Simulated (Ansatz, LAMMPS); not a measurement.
# Glassy 57SiO2-27Al2O3-16BaO (mol %) (149 atoms): geometry optimisation

How does glassy 57SiO2-27Al2O3-16BaO (mol %) (149 atoms) relax, and what do bonds, charges and levels look like afterwards?

Main program and level: Ansatz 0.2.0; Kohn-Sham DFT, r2SCAN, PAW (set soft_2), plane waves.

Report form: inputs, costs, results and the conclusion, without the logs.

## (1) Starting point

The cell holds 149 atoms: 25 Si, 24 Al, 7 Ba and 93 O. Cell: a = 12.287 Å, b = 12.287 Å, c = 12.287 Å, α = 90.0°, β = 90.0°, γ = 90.0°. 149 atoms (25 Si, 24 Al, 7 Ba, 93 O) placed at random at 3.4 g/cm³, melted at 4000 K for 10 ps at fixed volume with the Morse and Coulomb pair potential with partial charges (Pedone, Malavasi, Menziani, Cormack and Segre, J. Phys. Chem. B 110, 11780 (2006)). Quenched from 4000 K to 300 K at 25 K/ps and fixed volume, held 5 ps.

Before any run, some limits are plain. The quench rate of 25 K/ps far exceeds what a furnace or splat quench reaches, so expect more defects and frozen-in strain than in a real sample. The network of bonds at the start is that of the classical potential that made the cell. Only the Γ point is sampled, in a cell whose shortest periodic width is 12 Å. Spin–orbit coupling is left out, which matters for the levels of the heavy elements.

## (2) Making the structure

A classical potential supplies the starting structure, since it reaches far longer times than DFT.

This step: classical MD, Morse and Coulomb pair potential with partial charges (Pedone, Malavasi, Menziani, Cormack and Segre, J. Phys. Chem. B 110, 11780 (2006)) (LAMMPS 22 Jul 2025 - Update 4).

Contents of in.lmp:

```
# melt-quench of Si25Al24Ba7O93
units metal
atom_style charge
boundary p p p
region box block 0 12.2866 0 12.2866 0 12.2866
create_box 4 box
mass 1 28.0850   # Si
mass 2 26.9815   # Al
mass 3 137.3270   # Ba
mass 4 15.9990   # O
create_atoms 1 random 25 254758 NULL overlap 1.5 maxtry 2000
create_atoms 2 random 24 254765 NULL overlap 1.5 maxtry 2000
create_atoms 3 random 7 254772 NULL overlap 1.5 maxtry 2000
create_atoms 4 random 93 254779 NULL overlap 1.5 maxtry 2000
pair_style hybrid/overlay pedone 5.5 coul/long 8.0
pair_coeff * * coul/long
pair_coeff 1 4 pedone 0.340554 2.006700 2.100000 1   # Si-O
pair_coeff 2 4 pedone 0.361581 1.900442 2.164818 0.9   # Al-O
pair_coeff 3 4 pedone 0.065011 1.547596 3.393410 5   # Ba-O
pair_coeff 4 4 pedone 0.042395 1.379316 3.618701 22   # O-O
set type 1 charge 2.4
set type 2 charge 1.8
set type 3 charge 1.2
set type 4 charge -1.2
kspace_style pppm 1.0e-4
neigh_modify delay 0 every 1 check yes
thermo_style custom step time temp pe press density
thermo_modify norm yes
timestep 0.002
thermo 100
min_style cg
minimize 1e-4 1e-4 200 2000
reset_timestep 0
velocity all create 4000 254759 mom yes dist gaussian
# [... 11 lines left out ...]
fix md all nvt temp 4000 300 0.2
run 74000 post no
unfix md
thermo 1250
fix md all nvt temp 300 300 0.2
run 2500 post no
unfix md
write_dump all custom glass.dump id type xs ys zs modify sort id
```

Command:

```sh
> lmp -in in.lmp -log none -nocite
```

The job ended after 54 s (1 thread of Arm Neoverse V2, shared host; peak memory 0.07 GiB).

## (3) Single point at the start

The forces at the start show how far the geometry lies from a minimum of this functional.

Contents of input.yaml:

```yaml
crystal:
  lattice:
    - [12.2866, 0.0, 0.0]
    - [0.0, 12.2866, 0.0]
    - [0.0, 0.0, 12.2866]
  atoms:
    - { symbol: Si, position: [0.21333, 0.286, 0.8365] }
    - { symbol: Si, position: [0.81789, 0.80206, 0.84074] }
    - { symbol: Si, position: [0.35854, 0.01656, 0.66028] }
    - { symbol: Si, position: [0.41071, 0.9052, 0.31879] }
    - { symbol: Si, position: [0.87982, 0.49568, 0.06578] }
    - { symbol: Si, position: [0.50801, 0.65439, 0.44861] }
    - { symbol: Si, position: [0.52581, 0.43942, 0.75592] }
    - { symbol: Si, position: [0.31871, 0.19919, 0.11382] }
    - { symbol: Si, position: [0.99805, 0.85809, 0.51617] }
    - { symbol: Si, position: [0.27252, 0.82272, 0.75342] }
    - { symbol: Si, position: [0.17645, 0.05162, 0.47714] }
    - { symbol: Si, position: [0.99546, 0.50722, 0.69657] }
    - { symbol: Si, position: [0.97535, 0.70963, 0.11565] }
    - { symbol: Si, position: [0.61257, 0.31081, 0.35369] }
    - { symbol: Si, position: [0.29323, 0.35273, 0.42178] }
    - { symbol: Si, position: [0.93735, 0.11651, 0.12861] }
    - { symbol: Si, position: [0.28669, 0.45289, 0.65825] }
    - { symbol: Si, position: [0.04792, 0.20154, 0.64225] }
    - { symbol: Si, position: [0.43028, 0.41706, 0.0218] }
    - { symbol: Si, position: [0.04261, 0.7574, 0.75027] }
    - { symbol: Si, position: [0.21986, 0.7465, 0.3345] }
    - { symbol: Si, position: [0.60985, 0.67006, 0.81648] }
    - { symbol: Si, position: [0.32712, 0.95826, 0.07955] }
    - { symbol: Si, position: [0.76342, 0.9472, 0.62739] }
    - { symbol: Si, position: [0.61677, 0.0371, 0.90104] }
    - { symbol: Al, position: [0.83354, 0.0339, 0.35089] }
    - { symbol: Al, position: [0.13842, 0.19507, 0.26943] }
    - { symbol: Al, position: [0.275, 0.66999, 0.56341] }
    - { symbol: Al, position: [0.89109, 0.39522, 0.52971] }
    - { symbol: Al, position: [0.09941, 0.90961, 0.16592] }
    - { symbol: Al, position: [0.14869, 0.54634, 0.21212] }
    - { symbol: Al, position: [0.68495, 0.36998, 0.99787] }
    [... 111 atom lines left out ...]
    - { symbol: O, position: [0.90289, 0.62468, 0.04838] }
    - { symbol: O, position: [0.42594, 0.01135, 0.39233] }
    - { symbol: O, position: [0.70687, 0.99471, 0.3684] }
    - { symbol: O, position: [0.55632, 0.94437, 0.83951] }
    - { symbol: O, position: [0.91759, 0.4496, 0.18888] }
    - { symbol: O, position: [0.00357, 0.82692, 0.0911] }
kpoints:
  mp_grid: { grid: [1, 1, 1] }
hamiltonian:
  xc: r2scan
scf:
  occupations: { method: fixed }
output:
  forces: true
  stress: true
  populations: true
  dos:
    method: { smearing: { sigma: 0.08 } }
    de: 0.1
    projected: { site_lists: { Al: [Al], Ba: [Ba], O: [O], Si: [Si] } }
  eigenvalues: true
```

Command:

```sh
> ansatz run input.yaml --threads 4 --pin off --max-ram 8192MiB --backend cpu --events-out ev --progress --plain --runs-dir out
```

Wall time 87 s (4 threads of Arm Neoverse V2, shared host); peak memory 5.4 GiB.

Read from the output:

| Item | Value |
| --- | --- |
| free energy | -123779.2889 eV |
| free energy per atom | -830.7335 eV/atom |
| SCF cycles | 9 |
| pressure | 5.045 GPa |
| r.m.s. force component | 1.333 eV/Å |
| longest force | 5.955 eV/Å |
| Fermi energy | 5.036 eV |
| gap (highest filled to lowest empty level) | 4.133 eV |
| spilling of the projection | 0.01179 |

The r.m.s. force component of 1.3 eV/Å and the pressure of 5.0 GPa set the starting point.

Length of the force by element and coordination:

```tsv
element	coordination	atoms	mean length of the force (eV/Å)	spread	least	most
Al	all	24	2.10	1.07	0.335	4.21
Ba	all	7	0.842	0.309	0.248	1.27
O	all	93	1.75	0.979	0.388	5.48
Si	all	25	3.18	1.05	1.61	5.96
```

## (4) Relaxation

With the cell held, the atoms are moved downhill towards a nearby minimum.

input.yaml, the sections that differ from step 3:

```yaml
output:
  forces: true
relax:
  f_tol: 0.03
  max_steps: 103
# crystal, kpoints, hamiltonian, scf: as in step 3
```

It took 18 min on 4 threads; peak memory 5.1 GiB; 69 min of CPU time.

Step by step (22 of 23):

```tsv
step	energy less that of the first step (eV)	largest force component (eV/Å)
1	0.0000	4.7426
2	-6.1195	2.7125
3	-10.1842	1.1294
4	-11.1236	0.5967
5	-11.6110	0.5208
6	-11.9570	0.3417
7	-12.0969	0.1658
8	-12.1648	0.2811
9	-12.2070	0.4123
10	-12.2418	0.2362
11	-12.2904	0.1953
13	-12.3500	0.1503
14	-12.3891	0.1690
15	-12.4263	0.1717
16	-12.4442	0.1491
17	-12.4606	0.1726
18	-12.4449	0.1650
19	-12.4693	0.0553
20	-12.4814	0.0390
21	-12.4826	0.0603
22	-12.4844	0.0275
23	-12.4844	0.0275
```

Relaxation step 18 was tried and not accepted.

The atoms that moved most (Å):

```tsv
atom	dx	dy	dz	length
Ba52	-0.695	-0.857	-1.292	1.699
Ba56	0.009	-0.836	-0.437	0.943
Ba55	-0.359	0.400	-0.506	0.738
Ba51	-0.379	0.598	0.035	0.709
O122	0.196	-0.558	0.143	0.608
O110	0.395	-0.214	0.275	0.526
Ba50	-0.300	0.367	-0.020	0.475
O78	0.307	0.340	0.120	0.474
```

The relaxation changed the energy by -83.8 meV/atom, and atoms moved by 0.28 Å r.m.s., 1.7 Å at most.

## (5) Distances and neighbours after relaxation

Bonds before and after, by the cutoffs listed below:

```tsv
pair	bonds before	bonds after	mean before (Å)	mean after (Å)	spread before (Å)	spread after (Å)
O-Si	100	101	1.611	1.629	0.052	0.040
O-Al	100	102	1.780	1.796	0.111	0.090
O-Ba	67	67	3.054	2.977	0.267	0.283
```

Density 3.40 g/cm³, 12.45 Å³ an atom.

g(r), total and by pair (bins of 0.2 Å):

```tsv
r (Å)	total	O-O	O-Si	O-Al	O-Ba	Si-Si	Si-Al
1.50	0.48	0.00	2.31	0.00	0.00	0.00	0.00
1.70	3.51	0.00	9.71	7.35	0.00	0.00	0.00
1.90	0.60	0.00	0.09	2.88	0.00	0.00	0.00
2.10	0.05	0.00	0.00	0.23	0.00	0.00	0.00
2.30	0.04	0.06	0.00	0.07	0.00	0.00	0.00
2.50	0.66	1.43	0.00	0.11	1.25	0.00	0.00
2.70	1.71	3.79	0.09	0.17	2.16	0.31	0.33
2.90	1.19	1.96	0.15	0.31	2.40	0.83	2.01
3.10	1.10	1.10	0.43	0.62	1.42	3.17	4.23
3.30	1.01	0.74	0.89	0.99	1.04	0.89	2.19
3.50	0.83	0.49	1.20	1.22	0.66	0.00	0.20
3.70	0.96	0.63	1.48	1.08	0.74	0.68	0.54
3.90	1.11	0.61	1.58	1.54	1.18	1.07	0.57
4.10	1.06	0.49	1.87	1.71	0.40	0.83	0.37
4.30	1.09	0.71	1.35	1.47	1.28	1.52	1.40
4.50	1.06	1.02	0.90	1.08	1.50	0.93	1.29
4.70	0.86	1.14	0.55	0.72	0.92	1.06	0.67
4.90	1.00	1.52	0.70	0.59	0.94	1.18	0.66
5.10	1.08	1.45	0.61	0.67	1.70	1.10	0.99
5.30	1.07	1.33	0.85	0.72	1.09	1.59	1.09
5.50	0.92	0.96	0.95	0.74	0.68	1.09	1.34
5.70	0.93	0.87	0.95	0.97	0.87	0.95	0.91
5.90	0.92	0.75	1.23	1.06	0.72	0.96	0.74
```

Bonds by pair of elements; cutoffs follow the first minimum of g(r), held within bounds set by covalent radii, and pairs that aren't listed don't count as bonded:

```tsv
pair A-B	cutoff (Å)	bonds	mean length (Å)	spread (Å)	shortest (Å)	B about A	A about B
O-Si	2.16	101	1.63	0.04	1.56	1.09	4.04
O-Al	2.33	102	1.80	0.09	1.68	1.10	4.25
O-Ba	3.58	67	2.98	0.283	2.41	0.72	9.57
```

How many atoms have how many bonded neighbours:

```tsv
element	mean	2	3	4	5	6	8	9	10	13
Al	4.25	0	0	19	4	1	0	0	0	0
Ba	9.57	0	0	0	0	0	2	2	2	1
O	2.90	26	52	13	2	0	0	0	0	0
Si	4.04	0	0	24	1	0	0	0	0	0
```

Bond angles (no mean is given where the spread exceeds 20°):

```tsv
angle	count	mean (°)	spread (°)
O-Al-O	169	108	17.9
O-Si-O	154	109	8.7
Ba-O-Si	70	101	17.2
Al-O-Si	69	132	14.7
Al-O-Ba	69	104	17.1
```

Oxygen atoms by the number of network formers (Si, P, Ge, B, Al, As, Ga) bound to them:

```tsv
network formers bound to O	O atoms	per cent
0	0	0
1	1	1.1
2	74	79.6
3	18	19.4
```

Network units: each former by its oxygen neighbours and how many of them bridge to another former:

```tsv
former	O neighbours	bridging O	atoms
Si	4	3	1
Si	4	4	23
Si	5	5	1
Al	4	4	19
Al	5	5	4
Al	6	6	1
```

Bond length by coordination (bonds to H left out):

```tsv
element	coordination	atoms	mean bond length (Å)
Al	4	19	1.76
Al	5	4	1.88
Al	6	1	1.94
Ba	8	2	3.01
Ba	9	2	2.94
Ba	10	2	2.94
Ba	13	1	3.03
O	2	26	1.67
O	3	52	2.02
O	4	13	2.31
O	5	2	2.44
Si	4	24	1.62
Si	5	1	1.73
```

Rings of the network by King's shortest-path rule, up to 12 atoms, one path for each pair of neighbours; H, halogens, alkali and alkaline-earth atoms are left out:

```tsv
ring size (atoms)	rings	per network atom
4	7	0.049
6	11	0.077
8	36	0.254
10	45	0.317
12	32	0.225
```

Among the first-shell peaks of g(r) are those at about 2.7 Å (O-O), 1.6 Å (O-Si), 1.8 Å (O-Al), 2.9 Å (O-Ba), 3.1 Å (Si-Si) and 3.1 Å (Si-Al). By these cutoffs 79 % of Al atoms have 4, 56 % of O atoms have 3 and 96 % of Si atoms have 4 bonded neighbours. The O-Al-O angle averages 108° with a spread of 18°. 80 % of the oxygens bridge two formers and 1 % are non-bridging; 19 % join three. The commonest Si unit has 4 oxygens, 4 of them shared with other formers (23 of 25 atoms). Rings of 10 atoms are the most common (34 % of those counted); sizes run from 4 to 12, where the search stops.

## (6) Single point at the relaxed geometry

One more single point at the end of the walk gives the fuller output and checks the residual forces.

Contents of input.yaml:

```yaml
crystal:
  lattice:
    - [12.2866, 0.0, 0.0]
    - [0.0, 12.2866, 0.0]
    - [0.0, 0.0, 12.2866]
  atoms:
    - { symbol: Si, position: [0.21593, 0.28383, 0.82809] }
    - { symbol: Si, position: [0.80172, 0.80247, 0.84277] }
    - { symbol: Si, position: [0.34895, 0.01546, 0.65872] }
    - { symbol: Si, position: [0.41385, 0.91455, 0.32257] }
    - { symbol: Si, position: [0.8952, 0.48857, 0.07462] }
    - { symbol: Si, position: [0.50198, 0.64596, 0.44422] }
    - { symbol: Si, position: [0.52659, 0.43934, 0.74945] }
    - { symbol: Si, position: [0.31523, 0.20061, 0.11068] }
    - { symbol: Si, position: [0.97921, 0.86943, 0.4981] }
    - { symbol: Si, position: [0.26283, 0.83504, 0.76027] }
    - { symbol: Si, position: [0.16689, 0.05536, 0.47994] }
    - { symbol: Si, position: [0.98903, 0.52256, 0.69776] }
    - { symbol: Si, position: [0.98664, 0.69497, 0.12149] }
    - { symbol: Si, position: [0.61898, 0.30367, 0.34633] }
    - { symbol: Si, position: [0.29199, 0.34817, 0.42834] }
    - { symbol: Si, position: [0.94806, 0.09386, 0.13384] }
    - { symbol: Si, position: [0.29696, 0.45813, 0.65766] }
    - { symbol: Si, position: [0.06007, 0.21538, 0.63597] }
    - { symbol: Si, position: [0.42907, 0.42403, 0.03057] }
    - { symbol: Si, position: [0.02937, 0.77535, 0.74282] }
    - { symbol: Si, position: [0.23239, 0.74703, 0.33538] }
    - { symbol: Si, position: [0.60334, 0.66805, 0.81551] }
    - { symbol: Si, position: [0.33028, 0.95726, 0.08217] }
    - { symbol: Si, position: [0.76234, 0.94472, 0.63071] }
    - { symbol: Si, position: [0.61839, 0.03582, 0.90282] }
    - { symbol: Al, position: [0.8302, 0.02818, 0.35796] }
    - { symbol: Al, position: [0.14702, 0.20153, 0.28625] }
    - { symbol: Al, position: [0.27504, 0.67448, 0.56649] }
    - { symbol: Al, position: [0.90495, 0.40035, 0.53295] }
    - { symbol: Al, position: [0.10447, 0.89529, 0.15844] }
    - { symbol: Al, position: [0.16128, 0.55417, 0.22179] }
    - { symbol: Al, position: [0.69105, 0.37857, 0.98899] }
    [... 111 atom lines left out ...]
    - { symbol: O, position: [0.91997, 0.61444, 0.03761] }
    - { symbol: O, position: [0.42922, 0.02088, 0.39753] }
    - { symbol: O, position: [0.69908, 0.9917, 0.3897] }
    - { symbol: O, position: [0.55921, 0.93673, 0.83826] }
    - { symbol: O, position: [0.91986, 0.45706, 0.19998] }
    - { symbol: O, position: [0.00408, 0.81979, 0.08785] }
kpoints:
  mp_grid: { grid: [1, 1, 1] }
hamiltonian:
  xc: r2scan
scf:
  occupations: { method: fixed }
output:
  forces: true
  stress: true
  populations: true
  dos:
    method: { smearing: { sigma: 0.08 } }
    de: 0.1
    projected: { site_lists: { Al: [Al], Ba: [Ba], O: [O], Si: [Si] } }
  eigenvalues: true
  write_density: true
  write_potential: true
  volumetric_format: npy
  elf: true
```

It took 95 s on 4 threads; peak memory 5.4 GiB.

Read from the output:

```yaml
free_energy: -123791.7733 eV
free_energy_per_atom: -830.8173 eV/atom
scf_cycles: 9
pressure: 1.307 GPa
r_m_s_force_component: 0.00607 eV/Å
longest_force: 0.03321 eV/Å
fermi_energy: 4.896 eV
spacing_of_highest_filled_and_lowest_empty_level: 4.628 eV
spilling_of_the_projection: 0.01179
```

Löwdin charges by element and coordination (they lack the spilled electrons, 0.063 e an atom on average):

```tsv
element	coordination	atoms	mean charge (e)	spread	least	most
Al	all	24	1.37	0.0376	1.30	1.43
Al	4	19	1.37	0.0388	1.30	1.43
Al	5	4	1.36	0.0297	1.31	1.39
Al	6	1	1.34	0	1.34	1.34
Ba	all	7	1.94	0.0208	1.91	1.97
Ba	8	2	1.93	0.0126	1.92	1.94
Ba	9	2	1.94	0.0311	1.91	1.97
Ba	10	2	1.95	0.0108	1.94	1.96
Ba	13	1	1.95	0	1.95	1.95
O	all	93	-0.876	0.0473	-1.02	-0.797
O	2	26	-0.850	0.0433	-1.02	-0.797
O	3	52	-0.883	0.0392	-1.00	-0.815
O	4	13	-0.894	0.0533	-1.02	-0.821
O	5	2	-0.943	0.0665	-1.01	-0.876
Si	all	25	1.78	0.0326	1.68	1.83
Si	4	24	1.78	0.0332	1.68	1.83
Si	5	1	1.78	0	1.78	1.78
```

[end of part 1 of 2]

[Long decimals in the printed logs are rounded to 6 places.]

[Logs are printed without paths, hosts, clocks, repeated set-up lines and the standing remarks that a program may print on its own settings, such as how far it seeks lower states.]

[Hosts, paths, dates, database ids (printed as entryN), source tags and the programs' standing remarks are cut or masked in the printed files.]

[A walk said to have stopped at its limit may instead have ended on an SCF cycle that didn't converge.]
